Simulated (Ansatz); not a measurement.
## Sensitivity of the G0W0 gap of Si3N4 (Fd-3m)

Aim: change settings of a G0W0 run on Si3N4 (Fd-3m) and see what moves.

Program: Ansatz 0.2.0. Level of theory: G0W0 on PBE, plane waves, PAW; PAW set soft_1. Results are calculated unless marked as measured.

This is a report of a sequence of runs, with most program output left out.

## 1. The starting structure

Symmetry: Fd-3m, No. 227, cubic system. The conventional cell has a = 7.787 Å, b = 7.787 Å, c = 7.787 Å, α = 90.00°, β = 90.00°, γ = 90.00°. Si has 6 N at 1.89 Å nearest. Si has 4 N at 1.79 Å nearest. N has 4 Si at 1.79 to 1.89 Å nearest. Farther neighbours and most contacts between anions are not listed.

As a file:

```
Si N
1.0
     0.00000    3.89372    3.89372
     3.89372    0.00000    3.89372
     3.89372    3.89372    0.00000
Si N
6 8
Cartesian
  2.9203 2.9203 0.9734
  2.9203 0.9734 2.9203
  0.9734 2.9203 2.9203
  0.9734 0.9734 0.9734
  5.8406 5.8406 5.8406
  3.8937 3.8937 3.8937
  2.8624 2.8624 2.8624
  6.8719 4.8092 4.8092
  4.8092 4.8092 6.8719
  4.8092 6.8719 4.8092
  4.9251 4.9251 2.8624
  4.9251 2.8624 4.9251
  6.8719 6.8719 6.8719
  2.8624 4.9251 4.9251
```

The cell and positions are those that the Materials Project relaxed with its own functionals (PBE, PBE+U or r2SCAN), kept fixed. This is not the form that Si3N4 usually takes at ambient conditions.

## 2. The base run: 2×2×2 mesh, 268 empty bands, screening to 100 eV, PAW set soft_1 files

G0W0 replaces the xc potential by the self-energy, built once from these orbitals. Only a window of levels is corrected, while the sums run over the empty bands that the input names. This step takes PAW set soft_1 files.

input.yaml

```yaml
crystal:
  lattice:
    - [0.0, 3.893718, 3.893718]
    - [3.893718, 0.0, 3.893718]
    - [3.893718, 3.893718, 0.0]
  atoms:
    - { symbol: Si, position: [0.125, 0.125, 0.625] }
    - { symbol: Si, position: [0.125, 0.625, 0.125] }
    - { symbol: Si, position: [0.625, 0.125, 0.125] }
    - { symbol: Si, position: [0.125, 0.125, 0.125] }
    - { symbol: Si, position: [0.75, 0.75, 0.75] }
    - { symbol: Si, position: [0.5, 0.5, 0.5] }
    - { symbol: "N", position: [0.367563, 0.367563, 0.367563] }
    - { symbol: "N", position: [0.352689, 0.882437, 0.882437] }
    - { symbol: "N", position: [0.882437, 0.882437, 0.352689] }
    - { symbol: "N", position: [0.882437, 0.352689, 0.882437] }
    - { symbol: "N", position: [0.367563, 0.367563, 0.897311] }
    - { symbol: "N", position: [0.367563, 0.897311, 0.367563] }
    - { symbol: "N", position: [0.882437, 0.882437, 0.882437] }
    - { symbol: "N", position: [0.897311, 0.367563, 0.367563] }
kpoints:
  mp_grid: { grid: [2, 2, 2] }
hamiltonian:
  xc: pbe
  pseudopotentials: { kind: paw, azcp: { folder: soft_1 } }
scf:
  occupations: { method: fixed }
gw:
  n_empty_bands: 268
  ecut_chi: 100
  qp_bands: [v4, c4]
  qp_kpoints: band_edges
  screening: { model: contour_deformation }
```

Started as:

```console
ansatz run input.yaml --threads 2 --pin off --max-ram 92160MiB --backend cuda --events-out ev --progress --plain --runs-dir out --devices 1 --max-vram 13GiB
```

The job ended after 11 s (1 × NVIDIA H100 80GB HBM3 (shared by 6 runs) with 2 threads of AMD EPYC 7R13 (Zen 3), shared host; peak memory 1.1 GiB).

This step gave:

```yaml
bands_summed: 300
rpa_eps_infinity_on_this_mesh_eigenvalues: 6.222, 6.222, 6.222
plane_waves_in_the_screening_matrix: 283
q_points_in_the_mesh: 8
g0w0_gap_on_the_mesh: 4.451 eV
k_of_the_valence_top: 0, 0, 0
k_of_the_conduction_bottom: 0, 0, 0
starting_gap_on_the_mesh: 3.333 eV
z_at_the_valence_top: 0.8012
z_at_the_conduction_bottom: 0.8325
least_direct_g0w0_gap_on_the_computed_points: 4.451 eV
```

The gap on the mesh goes from 3.33 eV to 4.45 eV, a correction of +1.12 eV. Between the two edge states, bare exchange in place of the xc potential would open the gap by 9.01 eV, and correlation takes back 7.89 eV.

## 3. Variant: norm-conserving files, smooth pair densities

This step: G0W0 on PBE, plane waves, norm-conserving pseudopotentials.

input.yaml, as its differences from that of step 2:

```diff
@@ -24,3 +24,3 @@
   xc: pbe
-  pseudopotentials: { kind: paw, azcp: { folder: soft_1 } }
+  pseudopotentials: { kind: nc }
 scf:
@@ -28,4 +28,4 @@
 gw:
-  n_empty_bands: 268
-  ecut_chi: 100
+  n_empty_bands: 191
+  ecut_chi: 80
   qp_bands: [v4, c4]
@@ -33 +33,2 @@
   screening: { model: contour_deformation }
+  pair_densities: pseudo
```

Wall time 8.9 s (1 × NVIDIA H100 80GB HBM3 (shared by 6 runs) with 2 threads); peak memory 1.2 GiB; 8.9 s of CPU time.

The G0W0 gap on the mesh is 4.181 eV.

Against the base:

```csv
setting,base,variant
files,PAW set soft_1,norm-conserving
empty bands,268,191
screening cutoff (eV),100,80
pair densities,-,pseudo
```

```csv
quantity,variant,base
starting gap on the mesh,3.320,3.333
G0W0 gap on the mesh,4.181,4.451
least direct G0W0 gap on the computed points,4.181,4.451
Z at the valence top,0.803,0.801
Z at the conduction bottom,0.832,0.832
```

## 4. Variant: wider window of levels

This step: G0W0 on PBE, plane waves, PAW; PAW set soft_1.

input.yaml, as its differences from that of step 3:

```diff
@@ -24,3 +24,3 @@
   xc: pbe
-  pseudopotentials: { kind: nc }
+  pseudopotentials: { kind: paw, azcp: { folder: soft_1 } }
 scf:
@@ -28,7 +28,6 @@
 gw:
-  n_empty_bands: 191
-  ecut_chi: 80
-  qp_bands: [v4, c4]
-  qp_kpoints: band_edges
+  n_empty_bands: 268
+  ecut_chi: 100
+  qp_bands: [v8, c6]
+  qp_kpoints: [[0, 0, 0]]
   screening: { model: contour_deformation }
-  pair_densities: pseudo
```

Wall time 6 s (1 × NVIDIA H100 80GB HBM3 (shared by 6 runs) with 2 threads); peak memory 1.1 GiB.

Absolute levels on the run's own zero. QP, by row:

```csv
k index,band,KS (eV),Sigma_x (eV),Sigma_c (eV),Vxc (eV),Z,QP linearised (eV),QP (eV),source,doubts
0,25,10.25,-22.1,3.673,-17.88,0.798,9.707,9.709,root,
0,26,10.25,-22.1,3.673,-17.88,0.798,9.707,9.709,root,
0,27,10.87,-22.31,3.613,-18.21,0.7993,10.38,10.38,root,
0,28,10.87,-22.31,3.613,-18.21,0.7993,10.38,10.38,root,
0,29,10.87,-22.31,3.613,-18.21,0.7993,10.38,10.38,root,
0,30,10.99,-22.69,3.531,-18.69,0.8012,10.52,10.52,root,
0,31,10.99,-22.69,3.531,-18.69,0.8012,10.52,10.52,root,
0,32,10.99,-22.69,3.531,-18.69,0.8012,10.52,10.52,root,
0,33,14.32,-8.354,-4.358,-13.37,0.8325,14.98,14.98,root,
0,34,14.32,-8.354,-4.358,-13.37,0.8325,14.98,14.98,root,
0,35,14.32,-8.354,-4.358,-13.37,0.8325,14.98,14.98,root,
0,36,15.87,-9.175,-4.728,-14.85,0.8271,16.82,16.82,root,
0,37,16.94,-11.07,-4.883,-17.09,0.8182,18.08,18.07,root,
0,38,17.79,-10.5,-4.916,-16.43,0.8203,18.81,18.8,root,
```

Against the base:

```csv
setting,base,variant
levels asked,v4 to c4,v8 to c6
points asked,band edges,"[[0, 0, 0]]"
```

## 5. Variant: all filled levels at the zone centre

input.yaml, as its differences from that of step 4:

```diff
@@ -30,3 +30,3 @@
   ecut_chi: 100
-  qp_bands: [v8, c6]
+  qp_bands: [lowest, c2]
   qp_kpoints: [[0, 0, 0]]
```

Elapsed: 6.4 s, on 1 × NVIDIA H100 80GB HBM3 (shared by 6 runs) with 2 threads; peak memory 1.1 GiB; 6.6 s of CPU time.

Absolute levels on the run's own zero. QP, by row:

```csv
k index,band,KS (eV),Sigma_x (eV),Sigma_c (eV),Vxc (eV),Z,QP linearised (eV),QP (eV),source,doubts
0,1,-7.749,-27.03,9.206,-16.5,0.7486,-9.14,-9.077,root,
0,2,-4.473,-27.78,8.63,-18.04,0.7382,-5.586,-5.587,root,
0,3,-3.553,-27.91,8.5,-18.28,0.7561,-4.697,-4.683,root,
0,4,-3.553,-27.91,8.5,-18.28,0.7561,-4.697,-4.683,root,
0,5,-3.553,-27.91,8.5,-18.28,0.7561,-4.697,-4.683,root,
0,6,-2.582,-28.18,8.29,-18.83,0.7528,-3.659,-3.642,root,
0,7,-2.582,-28.18,8.29,-18.83,0.7528,-3.659,-3.642,root,
0,8,-2.582,-28.18,8.29,-18.83,0.7528,-3.659,-3.642,root,
0,9,0.5368,-22.04,5.678,-15.27,0.7397,-0.5849,-0.5623,root,
0,10,1.563,-22.31,5.427,-15.8,0.7471,0.4766,0.4777,root,
0,11,2.143,-21.77,5.553,-15.12,0.7598,1.027,1.048,root,
0,12,2.143,-21.77,5.553,-15.12,0.7598,1.027,1.048,root,
0,13,2.143,-21.77,5.553,-15.12,0.7598,1.027,1.048,root,
0,14,3.832,-21.19,5.135,-15,0.7499,2.78,2.778,root,
0,15,3.832,-21.19,5.135,-15,0.7499,2.78,2.778,root,
0,16,6.842,-22.26,4.173,-17.24,0.7874,5.988,5.995,root,
0,17,6.842,-22.26,4.173,-17.24,0.7874,5.988,5.995,root,
0,18,6.842,-22.26,4.173,-17.24,0.7874,5.988,5.995,root,
0,19,8.695,-21.95,3.997,-17.18,0.7917,7.923,7.928,root,
0,20,8.695,-21.95,3.997,-17.18,0.7917,7.923,7.928,root,
0,21,8.695,-21.95,3.997,-17.18,0.7917,7.923,7.928,root,
0,22,9.152,-22.48,3.689,-18.18,0.7992,8.541,8.544,root,
0,23,9.152,-22.48,3.689,-18.18,0.7992,8.541,8.544,root,
0,24,9.152,-22.48,3.689,-18.18,0.7992,8.541,8.544,root,
0,25,10.25,-22.1,3.673,-17.88,0.798,9.707,9.709,root,
0,26,10.25,-22.1,3.673,-17.88,0.798,9.707,9.709,root,
0,27,10.87,-22.31,3.613,-18.21,0.7993,10.38,10.38,root,
0,28,10.87,-22.31,3.613,-18.21,0.7993,10.38,10.38,root,
0,29,10.87,-22.31,3.613,-18.21,0.7993,10.38,10.38,root,
0,30,10.99,-22.69,3.531,-18.69,0.8012,10.52,10.52,root,
0,31,10.99,-22.69,3.531,-18.69,0.8012,10.52,10.52,root,
0,32,10.99,-22.69,3.531,-18.69,0.8012,10.52,10.52,root,
0,33,14.32,-8.354,-4.358,-13.37,0.8325,14.98,14.98,root,
0,34,14.32,-8.354,-4.358,-13.37,0.8325,14.98,14.98,root,
```

Against the base:

```csv
setting,base,variant
levels asked,v4 to c4,lowest to c2
points asked,band edges,"[[0, 0, 0]]"
```

## 6. Summary of results

| Quantity | Value |
| --- | --- |
| base | 4.45 eV, 11 s |
| norm-conserving files, smooth pair densities | 4.18 eV, 8.9 s |
| wider window of levels | direct gap at the listed points 4.45 eV, 6 s |
| all filled levels at the zone centre | direct gap at the listed points 4.45 eV, 6.4 s |

**Reading.** Norm-conserving files, smooth pair densities: the gap moves by −0.27 eV (the plane-wave cutoff goes from 420 to 1240 eV). The variant differs from the base in files, empty bands, screening cutoff and pair densities together, so the change can't be laid to one of them. Wider window of levels: only the listed points were computed; the least direct gap there is 4.45 eV, with levels asked and points asked changed against the base. All filled levels at the zone centre: only the listed points were computed; the least direct gap there is 4.45 eV, with levels asked and points asked changed against the base. All runs here use a coarse mesh and modest cutoffs; they test settings and are not final values. The 2×2×2 mesh is coarse for this cell (its supercell is 11 Å along the shortest edge). The RPA ε∞ on it, from the PBE start, is 6.22; such meshes misread the long-range screening, most where the gap is narrow.

[Paths, hosts, dates, memory and timing lines, banners, echoed tables and standing remarks are left out of the program output.]

[Logs are printed without paths, hosts, clocks, repeated set-up lines and the standing remarks that a program may print on its own settings, such as how far it seeks lower states.]

[Runs of the session that timed out or met a known fault of the program may be left out.]

[Cells called generated may have been cut or substituted from an entry of the Crystallography Open Database or the Materials Project.]

[Hosts, paths, dates, database ids (printed as entryN), source tags and the programs' standing remarks are cut or masked in the printed files.]
